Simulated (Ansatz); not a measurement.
## Cr3PdN (Pm-3m): relaxing the cell for a phonon run

Task: relax Cr3PdN (Pm-3m) tightly.

Calculated with Ansatz 0.2.0; DFT PBEsol, scalar-relativistic, plane waves, PAW; PAW set soft_1.

**1. Starting point**

The structure is cubic, space group Pm-3m (No. 221). Conventional cell: a = 3.840 Å, b = 3.840 Å, c = 3.840 Å, α = 90.00°, β = 90.00°, γ = 90.00°. Cr has 2 N at 1.92 Å nearest. Nearest to Pd lie 12 Cr at 2.72 Å. Nearest to N lie 6 Cr at 1.92 Å. Farther neighbours and most contacts between anions are not listed.

As a file:

```
Cr Pd N
1.0
     3.83993    0.00000    0.00000
     0.00000    3.83993    0.00000
     0.00000    0.00000    3.83993
Cr Pd N
3 1 1
Direct
  0.50000 0.00000 0.50000
  0.00000 0.50000 0.50000
  0.50000 0.50000 0.00000
  0.00000 0.00000 0.00000
  0.50000 0.50000 0.50000
```

**2. Probe on a coarse mesh**

First a cheap look: the gap decides the mesh and the occupations, the pressure tells how far the cell has to move.

Input file input.yaml:

```yaml
crystal:
  lattice:
    - [3.839933, 0.0, 0.0]
    - [0.0, 3.839933, 0.0]
    - [0.0, 0.0, 3.839933]
  atoms:
    - { symbol: Cr, position: [0.5, 0.0, 0.5] }
    - { symbol: Cr, position: [0.0, 0.5, 0.5] }
    - { symbol: Cr, position: [0.5, 0.5, 0.0] }
    - { symbol: Pd, position: [0.0, 0.0, 0.0] }
    - { symbol: "N", position: [0.5, 0.5, 0.5] }
kpoints:
  mp_grid: { grid: [6, 6, 6] }
hamiltonian:
  xc: pbesol
  pseudopotentials: { kind: paw, azcp: { folder: soft_1 }, xc_functional: pbe }
scf:
  occupations: { method: gaussian, width: 0.1 }
output:
  forces: true
  stress: true
  eigenvalues: true
```

Command:

```console
ansatz run input.yaml --threads 4 --pin off --max-ram 10240MiB --backend cpu --events-out ev --progress --plain --runs-dir out
```

Numbers of over 12 decimals in the logs are rounded to 6 here.

Output:

```text
Engine: ansatz 0.2.0, aarch64-unknown-linux-gnu
Pseudopotentials: kind: paw
Pseudopotential: Cr, paw, valence charge 14, recommended cutoff 420 eV (normal), soft_1/Cr.paw.azcp
Pseudopotential: Pd, paw, valence charge 18, recommended cutoff 420 eV (normal), soft_1/Pd.paw.azcp
Pseudopotential: N, paw, valence charge 5, recommended cutoff 420 eV (normal), soft_1/N.paw.azcp
Functional definition: PBEsol
[...]
k-point 0: bands = [... 29 lower, 18.1758, 18.1758, 18.9759, 18.9759, 19.5763, 19.5763, 19.5763, 20.0045, ... 2 higher]
  k-point 1: bands = [... 29 lower, 18.0235, 18.2500, 18.9006, 18.9323, 19.1339, 19.1339, 19.5667, 19.8290, ... 2 higher]
  k-point 2: bands = [... 29 lower, 17.1966, 18.3056, 18.4580, 18.6090, 18.6090, 18.7221, 19.4031, 19.5494, ... 2 higher]
  k-point 19: bands = [... 29 lower, 18.3662, 18.3662, 18.3662, 18.7428, 18.7428, 18.7428, 19.5445, 19.5445, ... 2 higher]
[key lines of the parts left out:]
SCF converged after 11 iterations
Free energy (F): -17334.065237 eV
Fermi energy:    18.394879 eV
P = ⅓ Tr σ = -10.9426 GPa (-109.426 kbar)
```

The job ended after 1.3 s (4 threads of Arm Neoverse V1, shared host; peak memory 0.37 GiB).

This run has no spin polarisation although its electron count is odd.

This step gave:

* pressure: -10.94 GPa
* volume per atom: 11.32 Å³
* gap on the k-mesh: 0 eV

The coarse mesh shows no gap and a pressure of -10.9 GPa.

**3. Coarse relaxation**

A rough relaxation comes first, because large forces or stress need no tight tolerances yet.

input.yaml: that of step 2 with these lines changed.

```diff
@@ -22 +22,6 @@
   eigenvalues: true
+relax:
+  adjacent_minimum: "off"
+  f_tol: 0.05
+  max_steps: 80
+  cell: { stress_tol: 0.5 }
```

Output:

```text
[...]
Crystal: 5 atoms, lattice volume = 56.620 Å³
Basis set: ecut = 420 eV, 1141 PW (Γ), exchange–correlation on 54×54×54 points (8 copies of the dense FFT grid, shifted against one another)
Bands: 39, of which v1, the nominal top of the filled ones, is band 33 counted from 1 (32 counted from 0)
Symmetry: 48 space group operations
[...]
k-points: 20 of 216
[...]
F+E_penalty+E_count = -17334.14828008 eV   max|allowed force component| = 6.469e-30 eV/Å   (the final SCF, on the basis selected at the relaxed cell)
  cell:  # Å, volume = 54.2492 Å³
    - [3.785570, 0, 0]
    - [0, 3.785570, 0]
    - [0, 0, 3.785570]
  atoms:
    - { symbol: Cr, position: [0.5, 0, 0.5] }
    - { symbol: Cr, position: [0, 0.5, 0.5] }
    - { symbol: Cr, position: [0.5, 0.5, 0] }
    - { symbol: Pd, position: [0, 0, 0] }
    - { symbol: N, position: [0.5, 0.5, 0.5] }
[key lines of the parts left out:]
SCF converged after 6 iterations
Free energy (F): -17334.148280 eV
Fermi energy:    19.381539 eV
P = ⅓ Tr σ = 0.1488 GPa (1.488 kbar)
```

Elapsed: 4.1 s, on 4 threads; peak memory 0.39 GiB.

The steps of the relaxation:

| step | energy less that of the first step (eV) | largest force component (eV/Å) | pressure (GPa) | volume (Å³) |
| --- | --- | --- | --- | --- |
| 1 | 0.0000 | 0.0000 | -10.94 | 56.62 |
| 2 | -0.0818 | 0.0000 | -2.19 | 54.71 |
| 3 | -0.0851 | 0.0000 | 0.17 | 54.25 |
| 4* | -0.0830 | 0.0000 | 0.15 | 54.25 |

Relaxation steps marked * repeat the geometry before them on a plane-wave basis chosen anew for their cell, so energy and pressure can jump there.

Forces are held to the 48 operations that the run works with; a distortion that breaks them can't arise in this run.

| conventional cell, symmetrised | before | after | change |
| --- | --- | --- | --- |
| a (Å) | 3.840 | 3.786 | -1.4 % |
| b (Å) | 3.840 | 3.786 | -1.4 % |
| c (Å) | 3.840 | 3.786 | -1.4 % |
| volume (Å³/atom) | 11.32 | 10.85 | -4.2 % |

The relaxed structure:

```xyz
5
Lattice="3.7856 0.0000 0.0000 0.0000 3.7856 0.0000 0.0000 0.0000 3.7856" Properties=species:S:1:pos:R:3 pbc="T T T"
Cr    1.8928    0.0000    1.8928
Cr    0.0000    1.8928    1.8928
Cr    1.8928    1.8928    0.0000
Pd    0.0000    0.0000    0.0000
N     1.8928    1.8928    1.8928
```

Numbers from this step:

| Property | Result |
| --- | --- |
| pressure | 0.1488 GPa |
| volume per atom | 10.85 Å³ |

In this step the volume went from 11.32 to 10.85 Å³/atom.

**4. Relaxation**

The cell and atoms are relaxed, since residual forces and stress would shift the frequencies.

input.yaml, the sections that differ from step 3:

```yaml
crystal:
  lattice:
    - [3.7855696823, 0.0, 0.0]
    - [0.0, 3.7855696823, 0.0]
    - [0.0, 0.0, 3.7855696823]
  atoms:
    - { symbol: Cr, position: [0.5, 0.0, 0.5] }
    - { symbol: Cr, position: [0.0, 0.5, 0.5] }
    - { symbol: Cr, position: [0.5, 0.5, 0.0] }
    - { symbol: Pd, position: [0.0, 0.0, 0.0] }
    - { symbol: "N", position: [0.5, 0.5, 0.5] }
kpoints:
  mp_grid: { grid: [10, 10, 10] }
relax:
  adjacent_minimum: "off"
  f_tol: 0.005
  max_steps: 80
  cell: { stress_tol: 0.05 }
# hamiltonian, scf, output: as in step 3
```

Output:

```text
[...]
Crystal: 5 atoms, lattice volume = 54.249 Å³
Basis set: ecut = 420 eV, 1045 PW (Γ), exchange–correlation on 54×54×54 points (8 copies of the dense FFT grid, shifted against one another)
Bands: 39, of which v1, the nominal top of the filled ones, is band 33 counted from 1 (32 counted from 0)
[... 1 set-up line as in the run before ...]
[...]
k-points: 56 of 1000
[...]
SCF iter   1: F=—  HF=-17346.008033 eV  |F-HF|=—  |Δ(HF+E_count)|=         —  Δρ=3.54e-1  dr2=1.12e2  ethr=3.10e-3  ⟨swp⟩=3.9  Hψ=6690  notcnv=0
[...]
SCF iter  10: F=-17334.146838 eV  HF=-17334.146838 eV  |F-HF|=3.97e-8  |Δ(HF+E_count)|=   8.50e-8  Δρ=8.72e-6  dr2=5.44e-8  ethr=1.54e-10  ⟨swp⟩=7.7  Hψ=8752  notcnv=0
SCF 1 converged in 10 iterations: F = -17334.146838 eV  dr2 = 5.44e-8
[...]
relax step   1: F+E_penalty+E_count = -17334.14683832 eV  Δ(F+E_penalty+E_count) = +0.000e0 eV  max|allowed force component| = 4.607e-29 eV/Å  Δτ_max = 0.0000 Å  P = +0.132 GPa  Ω = 54.249 Å³  (10 SCF iters, dr2 threshold 1.00e-7 eV, accepted)
Crystal: 5 atoms, lattice volume = 54.269 Å³
[...]
SCF iter   6: F=-17334.146830 eV  HF=-17334.146830 eV  |F-HF|=3.64e-11  |Δ(HF+E_count)|=  3.27e-11  Δρ=3.51e-7  dr2=5.04e-11  ethr=1.33e-12  ⟨swp⟩=1.1  Hψ=5466  notcnv=0
SCF 2 converged in 6 iterations: F = -17334.146830 eV  dr2 = 5.04e-11
relax step   2: F+E_penalty+E_count = -17334.14682988 eV  Δ(F+E_penalty+E_count) = +8.439e-6 eV  max|allowed force component| = 2.777e-29 eV/Å  Δτ_max = 0.0000 Å  P = +0.031 GPa  Ω = 54.269 Å³  energy of the carried Pulay correction = -1.826e-5 eV  (6 SCF iters, dr2 threshold 4.37e-8 eV, accepted)
[...]
SCF iter   9: F=-17334.146849 eV  HF=-17334.146849 eV  |F-HF|=0.00e0  |Δ(HF+E_count)|=    0.00e0  Δρ=7.75e-9  dr2=1.74e-14  ethr=1.00e-12  ⟨swp⟩=1.7  Hψ=4667  notcnv=0
SCF 3 converged in 9 iterations: F = -17334.146849 eV  dr2 = 1.74e-14
[...]
relax step   3: F+E_penalty+E_count = -17334.14684865 eV  Δ(F+E_penalty+E_count) = -1.877e-5 eV  max|allowed force component| = 6.595e-29 eV/Å  Δτ_max = 0.0000 Å  P = +0.031 GPa  Ω = 54.269 Å³  stress off target by 3.10e-2 GPa  SCF on the basis re-selected at this cell (its energy is not comparable with the rows above)  (9 SCF iters)
basis re-selected at this cell: Δ(F+E_penalty+E_count) = -1.877e-5 eV, ΔP = +0.000 GPa vs the last step (what re-selecting the basis moved, of the pressure what is left beyond the Pulay correction that the steps carried, after the strain that the cell walked since its last selection, with what the two solves' SCF thresholds leave and, on support functions, any second-order correction that the steps lacked; it is no m [...]
SCF converged after 9 iterations
Free energy (F): -17334.146849 eV
[...]
Internal energy: -17334.114587 eV  (E = F + TS)
E sigma→0 (E₀):  -17334.130718 eV
Entropy (-TS):   -0.032261 eV (-6.452 meV/atom)
Fermi energy:    19.368714 eV
[...]
--- Stress (GPa, compression-positive) ---
        0.030994      -0.000000       0.000000
       -0.000000       0.030994       0.000000
        0.000000       0.000000       0.030994
  P = ⅓ Tr σ = 0.0310 GPa (0.310 kbar)
--- Band table (eV; the first three rows and the last of 56) ---
  k-point 0: bands = [... 29 lower, 19.1540, 19.1540, 19.9980, 19.9980, 20.6461, 20.6461, 20.6461, 21.0894, ... 2 higher]
  k-point 1: bands = [... 29 lower, 19.1152, 19.1827, 19.9673, 20.0112, 20.4455, 20.4455, 20.6422, 21.0194, ... 2 higher]
  k-point 2: bands = [... 29 lower, 18.8918, 19.2669, 19.8582, 19.8810, 20.0169, 20.0169, 20.6326, 20.8233, ... 2 higher]
  k-point 55: bands = [... 29 lower, 19.3279, 19.3279, 19.3279, 19.7594, 19.7594, 19.7594, 20.6058, 20.6058, ... 2 higher]
--- Relaxed structure (2 steps of the walk, 2 accepted, 1 SCFs on fresh bases) ---
[...]
cell:  # Å, volume = 54.2685 Å³
    - [3.786018, 0, 0.0]
    - [0, 3.786018, 0.0]
    - [0.0, 0.0, 3.786018]
  atoms:
    - { symbol: Cr, position: [0.500000, 0, 0.500000] }
    - { symbol: Cr, position: [0, 0.500000, 0.500000] }
    - { symbol: Cr, position: [0.500000, 0.500000, 0] }
    - { symbol: Pd, position: [0, 0, 0] }
    - { symbol: N, position: [0.500000, 0.500000, 0.500000] }
```

Run time: 6.9 s. Hardware: 4 threads; peak memory 0.44 GiB.

Little changed from the start: no atom moved by 0.005 Å and no cell edge by 0.1 %.

This step gave:

```
pressure : 0.03099 GPa
```

In this step the volume went from 10.85 to 10.85 Å³/atom.

**5. Relaxing to small forces for the phonons**

Phonons need a cell at rest on their own settings, so the relaxation is repeated with tight tolerances on forces and stress, using the mesh and the filling of the phonon run that follows.

input.yaml, the sections that differ from step 4:

```yaml
crystal:
  lattice:
    - [3.7860176708, 0.0, 0.0]
    - [0.0, 3.7860176708, 0.0]
    - [0.0, 0.0, 3.7860176708]
  atoms:
    - { symbol: Cr, position: [0.5, 0.0, 0.5] }
    - { symbol: Cr, position: [0.0, 0.5, 0.5] }
    - { symbol: Cr, position: [0.5, 0.5, 0.0] }
    - { symbol: Pd, position: [0.0, 0.0, 0.0] }
    - { symbol: "N", position: [0.5, 0.5, 0.5] }
kpoints:
  mp_grid: { grid: [12, 12, 12] }
scf:
  occupations: { method: methfessel_paxton, width: 0.2 }
relax:
  adjacent_minimum: "off"
  f_tol: 0.001
  max_steps: 60
  cell: { stress_tol: 0.01 }
# hamiltonian, output: as in step 4
```

Output:

```text
[...]
Crystal: 5 atoms, lattice volume = 54.269 Å³
Basis set: ecut = 420 eV, 1045 PW (Γ), exchange–correlation on 54×54×54 points (8 copies of the dense FFT grid, shifted against one another)
Bands: 39, of which v1, the nominal top of the filled ones, is band 33 counted from 1 (32 counted from 0)
[... 1 set-up line as in the run before ...]
[...]
k-points: 84 of 1728
[...]
--- Relaxed structure (2 steps of the walk, 2 accepted, 1 SCFs on fresh bases) ---
[...]
cell:  # Å, volume = 54.2638 Å³
    - [3.785909, 0, 0]
    - [0, 3.785909, 0.0]
    - [0, 0.0, 3.785909]
  atoms:
    - { symbol: Cr, position: [0.5, 0, 0.5] }
    - { symbol: Cr, position: [0.0, 0.5, 0.5] }
    - { symbol: Cr, position: [0.5, 0.5, 0] }
    - { symbol: Pd, position: [0, 0, 0] }
    - { symbol: N, position: [0.5, 0.5, 0.5] }
[key lines of the parts left out:]
SCF converged after 9 iterations
Free energy (F): -17334.129204 eV
Fermi energy:    19.367503 eV
P = ⅓ Tr σ = -0.0077 GPa (-0.077 kbar)
```

Wall time 9.5 s (4 threads); peak memory 0.48 GiB; 36 s of CPU time.

Little changed from the start: no atom moved by 0.005 Å and no cell edge by 0.1 %.

This step gave:

```yaml
pressure: -0.007680 GPa
```

The forces vanish by symmetry and the pressure is -0.008 GPa, within the tolerances set. The cell now holds 10.85 Å³/atom.

**6. Outcome**

* space group after relaxation (within 0.01 Å): Pm-3m
* lattice constant a: 3.786 Å
* lattice constant b: 3.786 Å
* lattice constant c: 3.786 Å
* volume per atom: 10.9 Å³

**Reading.** The forces vanish by symmetry and the pressure is -0.008 GPa, within the tolerances set. The cell now holds 10.85 Å³/atom. The relaxation keeps the symmetry of its start, so it says nothing on stability against lower symmetry. The runs are without spin polarisation, although the cell has an odd electron count. The PAW files were made for PBE and serve the other functionals too.

[Logs are printed without paths, hosts, clocks, repeated set-up lines and the standing remarks that a program may print on its own settings, such as how far it seeks lower states.]

[Hosts, paths, dates, database ids (printed as entryN), source tags and the programs' standing remarks are cut or masked in the printed files.]
